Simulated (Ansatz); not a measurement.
## NbInO4 (P2/c): the dielectric response by several routes

How strongly does NbInO4 (P2/c) screen? Routes: perturbation theory, a sum over states and the RPA step of G0W0.

Method: linear response on r2SCAN, plane waves, PAW, in Ansatz 0.2.0.

## 1. Starting point

Symmetry: P2/c, No. 13, monoclinic system. Conventional cell: a = 4.835 Å, b = 5.771 Å, c = 5.144 Å, α = 90.00°, β = 91.13°, γ = 90.00°. Nearest to Nb lie 6 O at 1.88 to 2.15 Å. Nearest to In lie 6 O at 2.10 to 2.23 Å. Nearest to O lie 1 Nb at 1.88 Å and 2 In at 2.15 to 2.23 Å. Nearest to O lie 2 Nb at 1.98 to 2.15 Å and 1 In at 2.10 Å. Farther neighbours, and contacts between anions beyond the nearest, are not listed.

The cell and positions come from the Crystallography Open Database and are kept as given unless a step says otherwise. The default PAW set here is soft_2. Its files were made with PBE.

## 2. Response to a homogeneous field

ε∞ sets how strongly the crystal screens. Perturbation theory gives it with local fields and without a sum over empty bands.

This step: dielectric response by perturbation theory, r2SCAN, plane waves, PAW.

Contents of input.yaml:

```yaml
crystal:
  lattice:
    - [4.8355, 0.0, 0.0]
    - [0.0, 5.7709, 0.0]
    - [-0.1014445258, 0.0, 5.1429996119]
  atoms:
    - { symbol: Nb, position: [0.0, 0.1779, 0.25] }
    - { symbol: Nb, position: [0.0, 0.8221, 0.75] }
    - { symbol: In, position: [0.5, 0.6825, 0.25] }
    - { symbol: In, position: [0.5, 0.3175, 0.75] }
    - { symbol: O, position: [0.26, 0.618, 0.901] }
    - { symbol: O, position: [0.74, 0.618, 0.599] }
    - { symbol: O, position: [0.74, 0.382, 0.099] }
    - { symbol: O, position: [0.26, 0.382, 0.401] }
    - { symbol: O, position: [0.217, 0.898, 0.438] }
    - { symbol: O, position: [0.783, 0.898, 0.062] }
    - { symbol: O, position: [0.783, 0.102, 0.562] }
    - { symbol: O, position: [0.217, 0.102, 0.938] }
kpoints:
  mp_grid: { grid: [4, 4, 4] }
hamiltonian:
  xc: r2scan
scf:
  occupations: { method: fixed }
dielectric: {}
```

Command:

```
$ ansatz run input.yaml --threads 24 --pin off --max-ram 82944MiB --backend cuda --events-out ev --progress --plain --runs-dir out --devices 1 --max-vram 78GiB
```

What it wrote:

```text
GPUs: using 1 of 1 available (devices: 1).
Engine: ansatz 0.2.0, aarch64-unknown-linux-gnu
Pseudopotentials: kind: paw
Pseudopotential: Nb, paw, valence charge 13, recommended cutoff 500 eV (meta_gga), Nb.paw.azcp
Pseudopotential: In, paw, valence charge 13, recommended cutoff 500 eV (meta_gga), In.paw.azcp
Pseudopotential: O, paw, valence charge 6, recommended cutoff 500 eV (meta_gga), O.paw.azcp
Functional definition: r2SCAN
  parameter k0 = 0.174
  parameter k1 = 0.065
  parameter a1 = 4.9479
  exchange = r2scan_x(k0 = k0, k1 = k1, a1 = a1)
  correlation = r2scan_c
concurrent solve slots: 18 of 24 are kept, ahead of what memory takes: no pass of the eigensolver takes more rounds on 18
[...]
Crystal: 12 atoms, lattice volume = 143.516 Å³
Basis set: ecut = 500 eV, 3649 PW (Γ), exchange–correlation on 144×180×160 points (64 copies of the dense FFT grid, shifted against one another)
Bands: 62, of which v1, the nominal top of the filled ones, is band 50 counted from 1 (49 counted from 0)
Symmetry: 4 space group operations
k-points: 36 of 64 (irreducible under 1 space group operation, time reversal used)
Non-local potential: Nb, projectors of the file, l = 0: 3, l = 1: 2, l = 2: 2, l = 3: 1
Non-local potential: In, projectors of the file, l = 0: 2, l = 1: 2, l = 2: 2, l = 3: 2
Non-local potential: O, projectors of the file, l = 0: 2, l = 1: 2, l = 2: 1
PAW form: soft (Blöchl's): semilocal exchange-correlation on the pseudo side does not see the compensation charge
PAW frozen core: Nb, regenerated for the run's functional (the file was generated under x = pbe(κ = 0.804, μ = 0.219515), c = pbe(β = 0.066725))
PAW frozen core: In, regenerated for the run's functional (the file was generated under x = pbe(κ = 0.804, μ = 0.219515), c = pbe(β = 0.066725))
PAW frozen core: O, regenerated for the run's functional (the file was generated under x = pbe(κ = 0.804, μ = 0.219515), c = pbe(β = 0.066725))
PAW one-centre angular grid: Nb, 590 points (default); XC on 160 Gauss nodes
PAW one-centre angular grid: In, 590 points (default); XC on 289 of its mesh's 2783 points in the sphere
PAW one-centre angular grid: O, 302 points (default); XC on 160 Gauss nodes
Initial density: superposition of atomic densities (neutral atoms: chi_scale 0, normalization atom), corrected by the library's trained network
Initial wavefunctions: pseudopotential atomic-orbital guess
[...]
Functional: x = r2scan, c = r2scan; τ floored in thin density (d = 2e-4 eV/Å³)
SCF iter   1: F=—  HF=-24908.816758 eV  |F-HF|=—  |Δ(HF+E_count)|=         —  Δρ=1.64e-2  dr2=5.09e-1  dr2_τ=7.17e-1  ethr=1.77e-3  ⟨swp⟩=5.0  Hψ=7720  notcnv=0  defer=350
preconditioner: auto → Resta (q_TF=auto, 2.569 Å⁻¹)  ε∞=5.0  [insulator: Δε(μ)=4.119 eV  Ē_g=14.254 eV  n_scr=38 (ndim 8)  ℏωp=28.4 eV  f_vac=0.026  ε∞_Penn≈5.0]
SCF iter   2: F=—  HF=-24908.868749 eV  |F-HF|=—  |Δ(HF+E_count)|=   5.20e-2  Δρ=7.32e-3  dr2=2.63e-2  dr2_τ=2.55e-2  ethr=5.09e-4  ⟨swp⟩=2.9  Hψ=4241  notcnv=0  defer=334
[...]
SCF iter  10: F=-24908.869721 eV  HF=-24908.869721 eV  |F-HF|=2.91e-11  |Δ(HF+E_count)|=  3.67e-10  Δρ=2.34e-7  dr2=6.17e-11  dr2_τ=6.47e-12  ethr=1.00e-12  ⟨swp⟩=8.8  Hψ=10136  notcnv=0
SCF 1 converged in 10 iterations: F = -24908.869721 eV  dr2 = 6.17e-11
  greatest PAW one-centre occupation: 1.001 electrons in one spin orbital (limit 2), on the Nb atom at site 1 (counted from 0), in its partial waves of l = 0
the response reads at least the filled bands of the reference SCF and the lowest empty band at each k-point, and that SCF's band table does not vouch for those bands. The notice of the band table in this run's record says why
[...]
NSCF: frozen V_eff on 1 k-points
[...]
NSCF: frozen V_eff on 1 k-points
[...]
DFPT response loops at Γ: preconditioner auto → Resta (q_TF=auto, 2.569 Å⁻¹)  ε∞=3.9 (no band partly filled); β = 1.00, the filter's whole step (`scf.mixing.beta` (0.50) is not read by the response loops at its default; to damp them type it under 1.00, their step now; it binds the ground state too); Broyden in place of MSR1
── the response to a field inside a basis, on 4×4×4 k-points: an SCF that follows is theirs, and a resumed run solves both again ──
[...]
Bands: 51, of which v1, the nominal top of the filled ones, is band 50 counted from 1 (49 counted from 0)
k-points: 16 of 64
[...]
Eigensolver: Dense (16 Hₖ)
SCF iter   1: F=—  HF=-24908.604244 eV  |F-HF|=—  |Δ(HF+E_count)|=         —  Δρ=6.00e-4  dr2=9.56e-5  dr2_τ=1.55e-4  ethr=1.00e-1
preconditioner: auto → Resta (q_TF=auto, 2.569 Å⁻¹)  ε∞=6.9  [insulator: Δε(μ)=3.973 eV  Ē_g=11.715 eV  n_scr=38 (ndim 8)  ℏωp=28.4 eV  f_vac=0.027  ε∞_Penn≈6.9]
SCF iter   2: F=—  HF=-24908.604391 eV  |F-HF|=—  |Δ(HF+E_count)|=   1.47e-4  Δρ=3.22e-4  dr2=2.93e-5  dr2_τ=2.04e-5  ethr=9.56e-8
SCF iter   3: F=—  HF=-24908.604451 eV  |F-HF|=—  |Δ(HF+E_count)|=   6.01e-5  Δρ=4.26e-5  dr2=1.40e-6  dr2_τ=4.44e-7  ethr=2.93e-8
SCF iter   4: F=—  HF=-24908.604451 eV  |F-HF|=—  |Δ(HF+E_count)|=   3.44e-7  Δρ=1.39e-5  dr2=2.61e-7  dr2_τ=3.87e-8  ethr=1.40e-9
SCF iter   5: F=-24908.604451 eV  HF=-24908.604451 eV  |F-HF|=4.64e-8  |Δ(HF+E_count)|=   1.69e-7  Δρ=8.63e-6  dr2=7.10e-8  dr2_τ=1.30e-8  ethr=2.61e-10
SCF 1 converged in 5 iterations: F = -24908.604451 eV  dr2 = 7.10e-8
[...]
DFPT response loops at Γ: mixed as the last ones told, above
SCF converged after 10 iterations
Free energy (F): -24908.869721 eV
Harris-Foulkes:  -24908.869721 eV  (|F-HF|=2.91e-11)
Internal energy: -24908.869721 eV  (E = F + TS)
E sigma→0 (E₀):  -24908.869721 eV
Fermi energy:    8.615540 eV
--- Per-component energies (eV) ---
  E_band       = -379.941622
  E_kinetic    = 2690.844833
  E_local      = -6467.155649  (includes V_loc(G=0)·N_el)
  E_nonlocal   = 1352.366002
  E_hartree    = 2315.127897
  E_xc         = -1325.916654
  E_vxc        = -1527.373506  (∫ρ·V_xc dr)
  E_paw        = -15841.504934  (= ΣΔE_a)
  E_vpaw       = -1156.187353  (= ΣTr[D̂ρ^β])
  E_aug_tail   = 0.008239  (compensation charges beyond the density's cutoff)
  E_vtau       = 97.299962  (kinetic-family band-sum trace: ∫τ·v_τ [+ j·A + Jᵃ·Aᵃ] dr)
  E_ewald      = -7633.930159
  E_core_change = 1.290703  (= ΣΔE_core)
  E_smearing   = -0.000000  (= −TS)
  E_closure    = -0.000000  (closes the sum)
  Σ components = -24908.869721   (vs F -24908.869721, Δ=0.00e0)
--- Band table (eV; the first three rows and the last of 36) ---
  k-point 0: bands = [... 46 lower, 8.0940, 8.1228, 8.4301, 8.4670, 12.6602, 13.1299, 13.1873, 13.2419, ... 8 higher]
  k-point 1: bands = [... 46 lower, 8.1602, 8.2559, 8.4361, 8.4628, 12.5982, 12.7976, 13.1409, 13.1437, ... 8 higher]
  k-point 2: bands = [... 46 lower, 8.1933, 8.1933, 8.3838, 8.3838, 12.5508, 12.5508, 13.1722, 13.1722, ... 8 higher]
  k-point 35: bands = [... 46 lower, 7.7785, 7.7785, 8.2925, 8.2925, 13.1242, 13.1242, 13.1583, 13.1583, ... 8 higher]
--- Dielectric response (ions clamped): 3 representative field directions + reference, inside a basis on a mesh of 64 k-points (Σ response iterations 21) ---
  ε∞ (high-frequency dielectric tensor):
        4.824941     0.000000     0.083184
        0.000000     4.623259     0.000000
        0.083184     0.000000     5.037016
  Born effective charges Z* (e; rows j = field, columns β = displacement):
    site 0:
         5.53922   -0.00000    0.30519
         0.00000    5.89957    0.00000
         0.34354   -0.00000    7.00767
    site 1:
         5.53922   -0.00000    0.30519
         0.00000    5.89957    0.00000
         0.34354   -0.00000    7.00767
    site 2:
         4.46899   -0.00000    0.00178
         0.00000    3.74536    0.00000
         0.00656   -0.00000    3.69731
    site 3:
         4.46899   -0.00000    0.00178
         0.00000    3.74536    0.00000
         0.00656   -0.00000    3.69731
    site 4:
        -2.74080    1.23901   -0.89623
         1.35505   -2.62361    0.59973
        -0.99623    0.50977   -2.14433
    site 5:
        -2.74080   -1.23901   -0.89623
        -1.35505   -2.62361   -0.59973
        -0.99623   -0.50977   -2.14433
    site 6:
        -2.74080    1.23901   -0.89623
         1.35505   -2.62361    0.59973
        -0.99623    0.50977   -2.14433
    site 7:
        -2.74080   -1.23901   -0.89623
        -1.35505   -2.62361   -0.59973
        -0.99623   -0.50977   -2.14433
    site 8:
        -2.26330    0.47040    0.74274
         0.47344   -2.19886    0.59204
         0.82118    0.74555   -3.20816
    site 9:
        -2.26330   -0.47040    0.74274
        -0.47344   -2.19886   -0.59204
         0.82118   -0.74555   -3.20816
    site 10:
        -2.26330    0.47040    0.74274
         0.47344   -2.19886    0.59204
         0.82118    0.74555   -3.20816
    site 11:
        -2.26330   -0.47040    0.74274
        -0.47344   -2.19886   -0.59204
         0.82118   -0.74555   -3.20816
  Z* charge neutrality: 7.049e-3 e pre-enforcement
  solved inside a basis spanned on kpoints, on 4×4×4 k-points, its susceptibility summed on 6×6×6: ε∞ is read to err by 2.0e-2, Z* by 3.0e-2 e (field_mesh: kpoints solves on kpoints); Z* is corrected for what the basis lacks
```

The job ended after 13 s (1 × NVIDIA GB200 (shared by 2 runs) with 24 threads of Arm Neoverse V2, shared host; peak memory 3.3 GiB).

The column dr2 measures how far the density is from self-consistency, as an energy; F and HF (Harris–Foulkes) agree once it is small.

Read from the output:

* stated error of ε∞: 0.02

One over ε∞ averages 0.21, somewhat under the quarter of exact exchange in PBE0.

High-frequency dielectric tensor:

```
4.82 0.00 0.08
0.00 4.62 0.00
0.08 0.00 5.04
```

Born effective charge (e), principal values of the symmetric part by kind of site:

```
atom  atoms with these values    low  middle   high   mean
 Nb1                        2   5.47    5.90   7.08   6.15
 In3                        2   3.70    3.75   4.47   3.97
  O5                        4  -4.47   -1.78  -1.25  -2.50
  O9                        4  -3.75   -2.70  -1.23  -2.56
```

In full for O5:

```
-2.74  1.24 -0.90
 1.36 -2.62  0.60
-1.00  0.51 -2.14
```

## 3. Independent-particle spectrum

The independent-particle spectrum shows where the oscillator strength lies, before excitons and local fields.

This step: independent-particle optics on r2SCAN, plane waves, PAW.

input.yaml: that of step 2 with these lines changed.

```diff
@@ -19,3 +19,3 @@
 kpoints:
-  mp_grid: { grid: [4, 4, 4] }
+  mp_grid: { grid: [6, 4, 4] }
 hamiltonian:
@@ -24,2 +24,4 @@
   occupations: { method: fixed }
-dielectric: {}
+  n_extra_bands: 98
+output:
+  optics: { e_range: [0, 25], de: 0.1, sigma: 0.2 }
```

What it wrote:

```text
[...]
GPUs: using 1 of 1 available (devices: 1).
[...]
Crystal: 12 atoms, lattice volume = 143.516 Å³
Basis set: ecut = 500 eV, 3649 PW (Γ), exchange–correlation on 144×180×160 points (64 copies of the dense FFT grid, shifted against one another)
Bands: 148, of which v1, the nominal top of the filled ones, is band 50 counted from 1 (49 counted from 0)
Symmetry: 4 space group operations
[...]
k-points: 42 of 96
[...]
SCF iter   1: F=—  HF=-24908.818973 eV  |F-HF|=—  |Δ(HF+E_count)|=         —  Δρ=1.64e-2  dr2=5.05e-1  dr2_τ=7.16e-1  ethr=1.77e-3  ⟨swp⟩=4.0  Hψ=22156  notcnv=0  defer=3858
[...]
SCF iter   6: F=—  HF=-24908.869527 eV  |F-HF|=—  |Δ(HF+E_count)|=   4.74e-4  Δρ=9.87e-5  dr2=8.35e-6  dr2_τ=1.95e-6  ethr=1.22e-7  ⟨swp⟩=2.0  Hψ=3928  notcnv=0  defer=3835
[...]
SCF iter   9: F=—  HF=-24908.869775 eV  |F-HF|=—  |Δ(HF+E_count)|=   2.09e-8  Δρ=1.26e-6  dr2=2.24e-9  dr2_τ=2.26e-10  ethr=1.44e-11  ⟨swp⟩=2.0  Hψ=4480  notcnv=0  defer=3835
SCF iter  10: F=—  HF=-24908.869775 eV  |F-HF|=—  |Δ(HF+E_count)|=  1.46e-10  Δρ=1.40e-7  dr2=2.03e-11  dr2_τ=4.00e-12  ethr=2.24e-12  ⟨swp⟩=2.1  Hψ=3685  notcnv=0  defer=3835
[...]
SCF 1 converged in 11 iterations: F = -24908.869775 eV  dr2 = 3.44e-12
[...]
SCF converged after 11 iterations
[...]
k-point 1: bands = [... 46 lower, 8.1602, 8.2559, 8.4361, 8.4628, 12.5982, 12.7976, 13.1409, 13.1437, ... 9 higher]
  k-point 2: bands = [... 46 lower, 8.1933, 8.1933, 8.3838, 8.3838, 12.5508, 12.5508, 13.1722, 13.1722, ... 9 higher]
  k-point 41: bands = [... 46 lower, 7.7785, 7.7785, 8.2925, 8.2925, 13.1242, 13.1242, 13.1583, 13.1583, ... 9 higher]
```

Elapsed: 12 s, on 1 × NVIDIA GB200 (shared by 2 runs) with 24 threads; peak memory 4.2 GiB.

Numbers from this step:

```
ε∞ without local fields (xx, yy, zz)                                   : 5.203, 4.817, 5.109
electrons in the f-sum (xx, yy, zz)                                    : 74.68, 74.96, 74.81
bands in the explicit sum (the static value is completed to all bands) : 148
```

The sum gives ε∞ = 5.20, 4.82 and 5.11 without local fields.

The ε₂ has structure finer than the step of the table below, so its rows give means over 1 eV. Peaks (eV: height): xx 5.1: 10.2; yy 5.1: 6.99, 10.1: 4.83; zz 5.8: 8.22, 9.6: 5.07.

Independent particles, no local fields, Gaussian width 0.2 eV. The ε₂ by photon energy; means over each step:

```
photon energy (eV)     xx     yy      zz
                 3      0      0  1.3e-5
                 4  0.988  0.574   0.833
                 5   8.12   5.47    5.28
                 6   5.60   4.88    6.99
                 7   3.58   4.34    4.38
                 8   3.56   3.37    4.29
                 9   3.92   4.20    4.55
                10   4.27   4.33    4.02
                11   3.33   2.95    3.00
                12   2.03   2.29    2.22
                13   1.71   1.92    1.75
                14   1.76   1.76    1.61
                15   1.87   1.62    1.54
                16   1.81   1.82    1.86
                17   1.64   1.89    1.78
                18   1.31   1.29    1.41
                19   1.12   1.15    1.13
                20   1.07   1.22    1.23
                21   1.19   1.21    1.21
                22   1.37   1.37    1.36
                23   1.07   1.04   0.955
                24  0.908   1.02   0.871
```

Independent particles, no local fields, Gaussian width 0.2 eV. Table of loss function by photon energy; read off at these points:

```
photon energy (eV)       xx       yy       zz
              3.50        0   2.5e-6   5.1e-6
              4.00  0.00435  0.00615  0.00718
              4.50   0.0289   0.0231   0.0297
              5.00   0.0604   0.0651   0.0510
              5.50    0.121    0.116   0.0751
              6.00    0.165    0.133    0.121
              6.50    0.204    0.146    0.167
              7.00    0.216    0.165    0.176
              7.50    0.201    0.209    0.192
              8.00    0.194    0.186    0.164
              8.50    0.187    0.158    0.181
              9.00    0.201    0.187    0.199
              9.50    0.202    0.207    0.189
             10.00    0.213    0.195    0.257
             10.50    0.235    0.281    0.318
             11.00    0.301    0.341    0.328
             11.50    0.401    0.373    0.379
             12.00    0.498    0.432    0.453
             12.40    0.591    0.470    0.500
             12.50    0.583    0.467    0.516
             13.00    0.499    0.475    0.536
             13.50    0.472    0.498    0.577
             14.00    0.479    0.490    0.510
             14.50    0.452    0.508    0.549
             15.00    0.455    0.487    0.487
             15.50    0.441    0.457    0.423
             16.00    0.529    0.429    0.458
             16.50    0.518    0.425    0.476
             17.00    0.588    0.501    0.508
             17.50    0.659    0.633    0.616
             18.00    0.700    0.730    0.671
             18.50    0.715    0.712    0.729
             18.90    0.778    0.694    0.752
             19.00    0.763    0.693    0.743
             19.50    0.701    0.611    0.645
             20.00    0.672    0.614    0.614
             20.50    0.613    0.606    0.665
             21.00    0.585    0.634    0.641
             21.50    0.598    0.538    0.595
             22.00    0.589    0.657    0.643
             22.50    0.713    0.777    0.877
             23.00    0.906    0.861    0.943
             23.50    0.919      0.8    0.899
             24.00    0.868    0.793    0.922
             24.40    0.935    0.947    0.985
             24.50    0.956    0.973    0.975
             25.00    0.983    0.993    0.808
```

(Continued in part 2 of 2.)

[Long decimals in the printed logs are rounded to 6 places.]

[Logs are printed without paths, hosts, clocks, repeated set-up lines and the standing remarks that a program may print on its own settings, such as how far it seeks lower states.]

[Paths, hosts, dates, memory and timing lines, banners, echoed tables and standing remarks are left out of the program output; an Ansatz launch command may be rebuilt from the run's recorded settings. Measured values are a selection of at most five: reports struck by readers or far from the other reports are left out. None is set beside runs whose start may be inverted or whose files or cutoffs have a known fault.]

[Runs of the session that timed out or met a known fault of the program may be left out.]

[Cells called generated may have been cut or substituted from an entry of the Crystallography Open Database or the Materials Project.]

[Hosts, paths, dates, database ids (printed as entryN), source tags and the programs' standing remarks are cut or masked in the printed files.]

[Where the starting crystal was built by hand or by swapping elements, it need not be the compound's stable phase.]
